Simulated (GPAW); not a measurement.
# Cu K ELNES/XANES of ZrCu2P2 (P-3m1) from DFT, part 2 of 2

Aim: the near-edge shape at the Cu K edge of ZrCu2P2 (P-3m1), and what the core hole does to it.

GPAW 26.7.0; X-ray absorption from dipole matrix elements to empty bands, plane-wave PAW LDA.

So far. Step 2 (Ground state of the crystal): The mesh shows no gap, so the system is treated as a metal and the core electron is put at the Fermi level (neutral cell). Step 3 (Spectrum without a core hole, Cu atom 2): Main maxima below 30 eV (height): 7.8 eV (1.28), 15.8 eV (1.39) and 24.0 eV (1.39). A K edge sees empty p states on the absorber.

## Step 5: Spectrum with XCH, Cu atom 2

The holes are 6.6 Å apart. In GPAW the data set carries the hole's charge, so charge=0 means a charged cell and charge=-1 a neutral one. The excited electron is kept in the cell, where it fills the lowest empty states and screens the hole. After the field has converged, empty bands are computed with the density fixed and the dipole matrix elements are summed.

xas.py

```python
import numpy as np
from ase import Atoms
from ase.parallel import parprint, paropen
from gpaw import GPAW, PW, FermiDirac, Mixer, MixerDif, setup_paths
from gpaw.test import gen
setup_paths.insert(0, '.')
gen('Cu', name='fch1s', xcname='LDA', corehole=(1, 0, 1), write_xml=True)
from gpaw.mpi import world
world.barrier()

atoms = Atoms('Zr3Cu6P6',
    cell=[[5.69573091, 3.28843177, 0],
     [0, -6.57686354, 0],
     [1.89857697, 3.28843177, -6.15259226]],
    scaled_positions=[[0, 0, 0],
     [0.33333333, 0.66666667, 0],
     [0.66666667, 0.33333333, 0],
     [0.21296271, 0.45370396, 0.36111188],
     [0.54629604, 0.12037063, 0.36111188],
     [0.87962937, 0.78703729, 0.36111188],
     [0.45370396, 0.87962937, 0.63888812],
     [0.78703729, 0.54629604, 0.63888812],
     [0.12037063, 0.21296271, 0.63888812],
     [0.08405785, 0.58260882, 0.74782645],
     [0.41739118, 0.24927548, 0.74782645],
     [0.75072452, 0.91594215, 0.74782645],
     [0.58260882, 0.75072452, 0.25217355],
     [0.91594215, 0.41739118, 0.25217355],
     [0.24927548, 0.08405785, 0.25217355]],
    pbc=True)
atoms.calc = calc = GPAW(legacy_gpaw=True, mode=PW(430, force_complex_dtype=True), xc='LDA', setups={3: 'fch1s'},
    kpts={'size': (5, 5, 5), 'gamma': True}, occupations=FermiDirac(0.1),
    charge=-1, mixer=Mixer(0.1, 5, 50), maxiter=150,
    convergence={'density': 0.0001, 'eigenstates': 1e-6}, txt='scf.txt')
energy = atoms.get_potential_energy() + calc.get_reference_energy()
ef = calc.get_fermi_level()
out = dict(energy=energy, fermi=ef, forces=atoms.get_forces().tolist())
parprint(f'all-electron energy {energy:.4f} eV, Fermi level {ef:.4f} eV')
ev = np.array([[calc.get_eigenvalues(k, s) for k in range(len(calc.get_ibz_k_points()))] for s in range(calc.get_number_of_spins())])
out['homo'], out['lumo'], out['counts'] = ev[ev < ef].max(), ev[ev > ef].min(), sorted(set((ev < ef).sum((0, 2)).tolist()))
out['filled'] = (ev[:, 0] < ef).sum(1).tolist()

from ase.units import Ha
from gpaw.xas import dipole_matrix_elements
nb = int(calc.get_number_of_electrons() / 2) + 155
top, nb = nb, nb + 8 + nb // 12
nscf = calc.fixed_density(kpts={'size': (5, 5, 5), 'gamma': True}, nbands=nb,
    convergence={'bands': top, 'eigenstates': 1e-5}, maxiter=60, txt='nscf.txt')
cell = atoms.cell.array
ops = [cell.T @ U.T @ np.linalg.inv(cell.T) for U in nscf.wfs.kd.symmetry.op_scc]
E = np.arange(-6, 34, 0.1)
fwhm = np.interp(E, [4, 25], [1.55, 3.5])
Y, X, zero, highest = 0, 0, 1e9, 1e9
for spin in range(nscf.get_number_of_spins()):
    wfs = nscf.wfs
    A = dipole_matrix_elements(wfs.setups[3])
    eps = np.zeros((wfs.kd.nibzkpts, nb))
    d = np.zeros((3, A.shape[1], wfs.kd.nibzkpts, nb), complex)
    for kpt in wfs.kpt_u:
        if kpt.s == spin and 3 in kpt.P_ani:
            eps[kpt.k] = kpt.eps_n * Ha
            d[:, :, kpt.k] = (kpt.weight * wfs.nspins / 2) ** 0.5 * np.inner(A, kpt.P_ani[3])
    world.sum(eps)
    world.sum(d)
    T = np.einsum('amkn,bmkn->abkn', d, d.conj()).real
    T = sum(np.einsum('ai,ijkn,bj->abkn', R, T, R) for R in ops) / len(ops)
    empty = eps > ef
    zero, highest = min(zero, eps[empty].min()), min(highest, eps[:, top - 1].min())
    lines = [(eps, T, empty)] if spin == 0 else lines + [(eps, T, empty)]
for eps, T, empty in lines:
    f = np.einsum('aakn->akn', T).reshape(3, -1)
    x = eps.ravel() - zero
    w = np.interp(x, E, fwhm) / 2.35482
    g = np.exp(-0.5 * ((E[:, None] - x) / w) ** 2) / (w * (2 * np.pi) ** 0.5)
    Y = Y + (f * empty.ravel()) @ g.T
    X = X + (f * ~empty.ravel()) @ g.T
out.update(E=E.round(2).tolist(), xas=Y.tolist(), xes=X.tolist(), zero=zero, valid=highest - zero, nk=len(eps), nb=nb)
for i in range(0, len(E), 10):
    parprint(f'{E[i]:7.2f}', *(f'{v:10.3e}' for v in Y[:, i]))
import json
with paropen('out.json', 'w') as f:
    json.dump(out, f)
```

Run with:

```console
OMP_NUM_THREADS=1 mpirun -n 4 gpaw python xas.py
```

Numbers of over 12 decimals in the logs are rounded to 6 here.

The log of the run:

```text
Input parameters:
  charge: -1
  convergence: {density: 0.0001,
                eigenstates: 1e-06}
  kpts: {gamma: True,
         size: (5, 5, 5)}
  maxiter: 150
  mixer: {backend: pulay,
          beta: 0.1,
          method: separate,
          nmaxold: 5,
          weight: 50}
  mode: {ecut: 430.0,
         force_complex_dtype: True,
         name: pw}
  occupations: {fixmagmom: False,
                name: fermi-dirac,
                width: 0.1}
  setups: {3: fch1s}

Initialize ...

[... PAW data sets ...]

Reference energy: -609703.008471  # eV

Spin-paired calculation

[... convergence settings ...]
Symmetries present (total): 1
  [... symmetry matrices ...]

125 k-points: 5 x 5 x 5 Monkhorst-Pack grid
63 k-points in the irreducible part of the Brillouin zone
       k-points in crystal coordinates                weights
   0:     0.00000000    0.00000000    0.00000000          1/125
   1:     0.00000000    0.00000000    0.20000000          2/125
   2:     0.00000000    0.00000000    0.40000000          2/125
   3:     0.00000000    0.20000000   -0.40000000          2/125
   4:     0.00000000    0.20000000   -0.20000000          2/125
   5:     0.00000000    0.20000000    0.00000000          2/125
   6:     0.00000000    0.20000000    0.20000000          2/125
   7:     0.00000000    0.20000000    0.40000000          2/125
   8:     0.00000000    0.40000000   -0.40000000          2/125
   9:     0.00000000    0.40000000   -0.20000000          2/125
          ...
  62:     0.40000000    0.40000000    0.40000000          2/125

Wave functions: Plane wave expansion
  Cutoff energy: 430.000 eV
  Number of coefficients (min, max): 4638, 4681
  Pulay-stress correction: 0.000000 eV/Ang^3 (de/decut=0.000000)
  Using FFTW library
  Wavefunction extrapolation:
    Improved wavefunction reuse through dual PAW basis

Occupation numbers: Fermi-Dirac:
  width: 0.1000  # eV

Eigensolver
   Davidson(niter=2)

Densities:
  Coarse grid: 32*32*35 grid
  Fine grid: 64*64*70 grid
  Total Charge: 0.000000

Density mixing:
  Method: separate
  Backend: pulay
  Linear mixing parameter: 0.1
  old densities: 5
  Width of damping distribution: 1.1
  Damping of long wavelength oscillations: 50

[... Hamiltonian set-up ...]
Number of atoms: 15
Number of atomic orbitals: 117
Number of bands in calculation: 84
Number of valence electrons: 133
Bands to converge: occupied

... initialized

Initializing position-dependent things.

Density initialized from atomic densities
Creating initial wave functions:
  84 bands from LCAO basis set

         Zr        Zr

            Zr P    Cu  P

             Cu  P     Cu
               Cu   P   Cu

             P   Cu    P

Atomic positions and initial magnetic moments

Positions:
   0 Zr     0.000000    0.000000    0.000000    ( 0.0000,  0.0000,  0.0000)
   1 Zr     1.898577   -3.288432    0.000000    ( 0.0000,  0.0000,  0.0000)
   2 Zr     3.797154    0.000000    0.000000    ( 0.0000,  0.0000,  0.0000)
   3 Cu     1.898577   -1.096144   -2.221774    ( 0.0000,  0.0000,  0.0000)
   4 Cu     3.797154    2.192288   -2.221774    ( 0.0000,  0.0000,  0.0000)
   5 Cu     5.695731   -1.096144   -2.221774    ( 0.0000,  0.0000,  0.0000)
   6 Cu     3.797154   -2.192288   -3.930818    ( 0.0000,  0.0000,  0.0000)
[...]
12 P      3.797154   -2.192288   -1.551521    ( 0.0000,  0.0000,  0.0000)
  13 P      5.695731    1.096144   -1.551521    ( 0.0000,  0.0000,  0.0000)
  14 P      1.898577    1.096144   -1.551521    ( 0.0000,  0.0000,  0.0000)

Unit cell:
           periodic     x           y           z      points  spacing
  1. axis:    yes    5.695731    3.288432    0.000000    32     0.1701
  2. axis:    yes    0.000000   -6.576864    0.000000    32     0.1701
  3. axis:    yes    1.898577    3.288432   -6.152592    35     0.1758

  Lengths:   6.576864   6.576864   7.229991
  Angles:  117.054130  62.945870 120.000000

Effective grid spacing dv^(1/3) = 0.1860

iter:   1  -122.261752
iter:   2  -109.133864   -0.22  -1.14
iter:   3  -106.993894   -1.00  -1.27
iter:   4  -106.045165   -1.15  -1.40
iter:   5  -105.934604   -1.48  -1.59
iter:   6  -105.875418   -2.38  -1.84
iter:   7  -105.948733   -1.89  -2.16
iter:   8  -105.795397   -2.35  -2.26
iter:   9  -105.793534   -3.44  -2.66
iter:  10  -105.791963c  -4.15  -3.06
iter:  11  -105.792398c  -4.02  -3.12
iter:  12  -105.791384c  -4.43  -3.18
iter:  13  -105.791360c  -5.61  -3.43
iter:  14  -105.791251c  -4.95  -3.45
iter:  15  -105.791253c  -5.34  -3.58
iter:  16  -105.791211c  -5.91  -3.92
iter:  17  -105.791182c  -6.17c -4.24c

Converged after 17 iterations.

Dipole moment: (-0.278694, -0.226718, 0.104478) |e|*Ang

Energy contributions relative to reference atoms: (reference = -609703.008471)

Kinetic:         +2.287587
Potential:      -14.363600
External:        +0.000000
XC:             -94.986735
Entropy (-ST):   -0.148086
Local:           +1.345609
SIC:             +0.000000
--------------------------
Free energy:   -105.865225
Extrapolated:  -105.791182

Showing only first 2 kpts
 Kpt  Band  Eigenvalues  Occupancy
  0    64      9.26411    0.79176
  0    65      9.27292    0.75005
  0    66      9.27293    0.74999
  0    67      9.61438    0.03871

  1    64      9.13417    1.41231
  1    65      9.13593    1.40500
  1    66      9.49366    0.12383
[...]
Fermi level: 9.22185

No gap
No difference between direct/indirect transitions

Forces in eV/Ang:
  0 Zr   -0.09289   -0.04277    0.26885
  1 Zr    0.08348   -0.05905    0.26885
  2 Zr    0.00940    0.10183    0.26884
  3 Cu    0.00000   -0.00000   -0.21138
  4 Cu    0.00000   -0.00000    0.03304
  5 Cu   -0.00000    0.00000    0.03325
  6 Cu    0.09968   -0.04549   -0.17668
[...]
12 P     0.47561   -0.27640    0.09157
 13 P    -0.47718   -0.27369    0.09157
 14 P     0.00157    0.55010    0.09157
Scalar-relativistic atomic LDA calculation for Cu (Copper, Z=29)
Core hole in 1s state (1s occupation: 1.0)
600 radial gridpoints.
|------------------------------------------------|
|------------------------------------------------|
[... the atom generator's iteration count ...]

Energy contributions:
-------------------------
Kinetic:    +1336.692400
XC:           -57.131451
Potential:  -2600.779951
-------------------------
Total:      -1321.219003

state      eigenvalue         ekin         rmax
-----------------------------------------------
1s^1.0 :  -337.058981   426.036309        0.034
2s^2.0 :   -41.859242    83.018235        0.193
2p^6.0 :   -37.118937    82.366106        0.153
3s^2.0 :    -4.941495    18.413630        0.596
3p^6.0 :    -3.402187    16.582998        0.594
3d^10.0:    -0.747943    11.230631        0.562
4s^1.0 :    -0.517664     1.791433        2.006
4p^0.0 :    -0.294182     1.077284        2.520
-----------------------------------------------
(units: Bohr and Hartree)

Generating PAW setup
Kinetic energy of the core from tauc = 1233.538363
Cutoffs:
rc(s)=2.200
rc(p)=2.200
rc(d)=2.000
rc(vbar)=1.800
rc(comp)=2.000
rc(nct)=2.200

Kinetic energy of the core states: 1222.594660
Charge: 1.0
Core electrons: 17.0
Valence electrons: 11.0
Pseudo-core charge: 0.267927
Shape function alpha=2.500
Pseudo-electron charge 3.306954
state    eigenvalue         norm
--------------------------------
4s(1) :    -0.517664     1.110086
*s    :     0.482336
4p(0) :    -0.294182     1.012069
*p    :     0.705818
3d(10):    -0.747943     0.192894
*d    :     0.252057
--------------------------------

Diagonalizing with gridspacing h=0.050

state   all-electron     PAW
-------------------------------
4s:      -0.517664    -0.517809
4p:      -0.294182    -0.294289
3d:      -0.747943    -0.748405
*f:                   -0.018700
-------------------------------
all-electron energy -609808.7997 eV, Fermi level 9.2218 eV
[...]
31.00  2.132e-07  2.132e-07  1.702e-07
  32.00  1.963e-07  1.963e-07  1.723e-07
  33.00  1.808e-07  1.808e-07  1.699e-07
```

Elapsed: 12 min, on 4 MPI ranks of Arm Neoverse V1, shared host; peak memory 0.95 GiB.

The Cu K spectrum, Cu atom 2, excited-electron core hole (neutral cell) (energy from the lowest empty level; intensity scaled to a mean of 1 over the first 20 eV; polarised curves are means over the symmetry-equivalent atoms):

| E (eV) | isotropic | ε ⊥ c | ε ∥ c |
| --- | --- | --- | --- |
| -2.0 | 0.00 | 0.00 | 0.00 |
| -1.5 | 0.00 | 0.00 | 0.00 |
| -1.0 | 0.01 | 0.01 | 0.02 |
| -0.5 | 0.04 | 0.03 | 0.08 |
| 0.0 | 0.10 | 0.07 | 0.15 |
| 0.5 | 0.17 | 0.16 | 0.21 |
| 1.0 | 0.27 | 0.29 | 0.24 |
| 1.5 | 0.38 | 0.43 | 0.27 |
| 2.0 | 0.47 | 0.55 | 0.31 |
| 2.5 | 0.56 | 0.66 | 0.37 |
| 3.0 | 0.66 | 0.76 | 0.46 |
| 3.5 | 0.76 | 0.86 | 0.56 |
| 4.0 | 0.87 | 0.96 | 0.69 |
| 4.5 | 0.96 | 1.02 | 0.83 |
| 5.0 | 1.04 | 1.04 | 1.02 |
| 5.5 | 1.11 | 1.04 | 1.26 |
| 6.0 | 1.19 | 1.02 | 1.52 |
| 6.5 | 1.25 | 1.00 | 1.76 |
| 7.0 | 1.28 | 0.99 | 1.87 |
| 7.5 | 1.25 | 0.99 | 1.78 |
| 8.0 | 1.17 | 0.98 | 1.54 |
| 8.5 | 1.06 | 0.98 | 1.24 |
| 9.0 | 0.99 | 1.00 | 0.99 |
| 9.5 | 0.97 | 1.03 | 0.86 |
| 10.0 | 0.98 | 1.06 | 0.83 |
| 10.5 | 1.00 | 1.07 | 0.85 |
| 11.0 | 1.02 | 1.09 | 0.88 |
| 11.5 | 1.05 | 1.13 | 0.91 |
| 12.0 | 1.09 | 1.17 | 0.93 |
| 12.5 | 1.13 | 1.21 | 0.97 |
| 13.0 | 1.17 | 1.24 | 1.03 |
| 13.5 | 1.22 | 1.27 | 1.11 |
| 14.0 | 1.26 | 1.29 | 1.20 |
| 14.5 | 1.28 | 1.29 | 1.27 |
| 15.0 | 1.28 | 1.27 | 1.30 |
| 15.5 | 1.25 | 1.23 | 1.29 |
| 16.0 | 1.20 | 1.17 | 1.26 |
| 16.5 | 1.15 | 1.11 | 1.21 |
| 17.0 | 1.11 | 1.07 | 1.18 |
| 17.5 | 1.09 | 1.05 | 1.16 |
| 18.0 | 1.10 | 1.06 | 1.17 |
| 18.5 | 1.12 | 1.09 | 1.18 |
| 19.0 | 1.14 | 1.12 | 1.17 |
| 19.5 | 1.15 | 1.15 | 1.16 |
| 20.0 | 1.16 | 1.17 | 1.14 |
| 20.5 | 1.16 | 1.19 | 1.12 |
| 21.0 | 1.18 | 1.20 | 1.13 |
| 21.5 | 1.19 | 1.21 | 1.15 |
| 22.0 | 1.21 | 1.22 | 1.20 |
| 22.5 | 1.23 | 1.22 | 1.25 |
| 23.0 | 1.24 | 1.22 | 1.29 |
| 23.5 | 1.24 | 1.20 | 1.31 |
| 24.0 | 1.22 | 1.17 | 1.31 |
| 24.5 | 1.19 | 1.14 | 1.29 |
| 25.0 | 1.15 | 1.11 | 1.25 |
| 25.5 | 1.13 | 1.09 | 1.21 |
| 26.0 | 1.11 | 1.08 | 1.17 |
| 26.5 | 1.11 | 1.09 | 1.13 |
| 27.0 | 1.12 | 1.12 | 1.11 |
| 27.5 | 1.15 | 1.17 | 1.10 |
| 28.0 | 1.18 | 1.23 | 1.08 |
| 28.5 | 1.22 | 1.29 | 1.07 |
| 29.0 | 1.25 | 1.34 | 1.06 |
| 29.5 | 1.26 | 1.37 | 1.05 |
| 30.0 | 1.26 | 1.37 | 1.04 |
| 30.5 | 1.25 | 1.35 | 1.04 |
| 31.0 | 1.22 | 1.31 | 1.04 |

Main maxima below 30 eV (height): 7.0 eV (1.28), 14.8 eV (1.29), 23.0 eV (1.24) and 29.8 eV (1.26). 

The total-energy difference is 8992.20 eV. One term is added: -29.79 eV, since the hole is spin-paired here and a spin-polarised one costs that much less in the free atom (computed apart). The photon energy is then 8962.41 eV. The tabulated edge of the element is 8979 eV. The functional leaves an error in such absolute values: in the free atom LDA prices this hole 18.3 eV below PBE (computed apart), and PBE is itself good to a few eV.

## Step 6: What the core hole does

Both curves are counted from their own zero, so only the shift of weight within the empty states shows.

| E (eV) | no hole | XCH |
| --- | --- | --- |
| -2.0 | 0.00 | 0.00 |
| -1.0 | 0.01 | 0.01 |
| 0.0 | 0.10 | 0.10 |
| 1.0 | 0.22 | 0.27 |
| 2.0 | 0.39 | 0.47 |
| 3.0 | 0.51 | 0.66 |
| 4.0 | 0.66 | 0.87 |
| 5.0 | 0.86 | 1.04 |
| 6.0 | 1.01 | 1.19 |
| 7.0 | 1.20 | 1.28 |
| 8.0 | 1.27 | 1.17 |
| 9.0 | 1.11 | 0.99 |
| 10.0 | 1.04 | 0.98 |
| 11.0 | 1.02 | 1.02 |
| 12.0 | 1.08 | 1.09 |
| 13.0 | 1.19 | 1.17 |
| 14.0 | 1.27 | 1.26 |
| 15.0 | 1.36 | 1.28 |
| 16.0 | 1.38 | 1.20 |
| 17.0 | 1.28 | 1.11 |
| 18.0 | 1.20 | 1.10 |
| 19.0 | 1.21 | 1.14 |
| 20.0 | 1.27 | 1.16 |
| 21.0 | 1.30 | 1.18 |
| 22.0 | 1.33 | 1.21 |
| 23.0 | 1.37 | 1.24 |
| 24.0 | 1.39 | 1.22 |
| 25.0 | 1.35 | 1.15 |
| 26.0 | 1.28 | 1.11 |
| 27.0 | 1.25 | 1.12 |
| 28.0 | 1.29 | 1.18 |
| 29.0 | 1.36 | 1.25 |
| 30.0 | 1.42 | 1.26 |
| 31.0 | 1.42 | 1.22 |

With each curve scaled to its own mean, the area from −2 to 6 eV with the hole is 4.0 against 3.2, and the centre of weight from −1 to 20 eV moves by -0.5 eV: the hole pulls the absorber's empty states down.

## Step 7: Results

```
absorber and edge                               : Cu K, atom 2 of the ground-state input (counted from 1)
surroundings                                    : 3 P at 2.29 Å and 1 P at 2.38 Å (distorted tetrahedral, site symmetry 3m)
highest intensity below 24 eV                   : 14.8 eV above the zero, height 1.29
photon energy of the zero, with the added terms : 8962.4 eV (raw 8992.2 eV; LDA puts this hole about 18 eV below PBE, itself good to a few eV)
```

What this shows: The Cu K edge of atom 2, with 3 P at 2.29 Å and 1 P at 2.38 Å (distorted tetrahedral, site symmetry 3m), has its highest intensity of the first 24 eV at 14.8 eV above the zero, near 8977 eV in photon energy (LDA puts this hole about 18 eV below PBE, itself good to a few eV), 1.3 times the mean level of the first 20 eV (Gaussian full width 1.55 eV up to 4 eV, rising linearly to 3.5 eV at 25 eV). With each curve scaled to its own mean, the area from −2 to 6 eV with the hole is 4.0 against 3.2, and the centre of weight from −1 to 20 eV moves by -0.5 eV: the hole pulls the absorber's empty states down. At the Cu K edge of atom 2 polarisation matters most near 7.0 eV, where the curves differ by 0.9 on this scale. The script folds with a Gaussian, whereas the core hole's own line is a Lorentzian, so the onset is too steep and the first peak too high. Lifetime broadening is put in by hand, and intensities beyond about 20 eV depend on it and on the partial waves. The structure is a computed Materials Project entry and may be a hypothetical form.

[Banner, clock and machine lines of the logs are left out without a mark of their own.]

[Logs are printed without paths, hosts, clocks, repeated set-up lines and the standing remarks that a program may print on its own settings, such as how far it seeks lower states.]

[Hosts, paths, dates, database ids (printed as entryN), source tags and the programs' standing remarks are cut or masked in the printed files.]

[Lists of maxima count a maximum above −3 eV only where it reaches 4 % of the highest in the window and stands out from its surroundings by 2 % of it (1.5 % where it reaches 55 %); shoulders and weaker maxima are passed over, and of the rest the first, up to two pre-edge ones and the few strongest are named.]
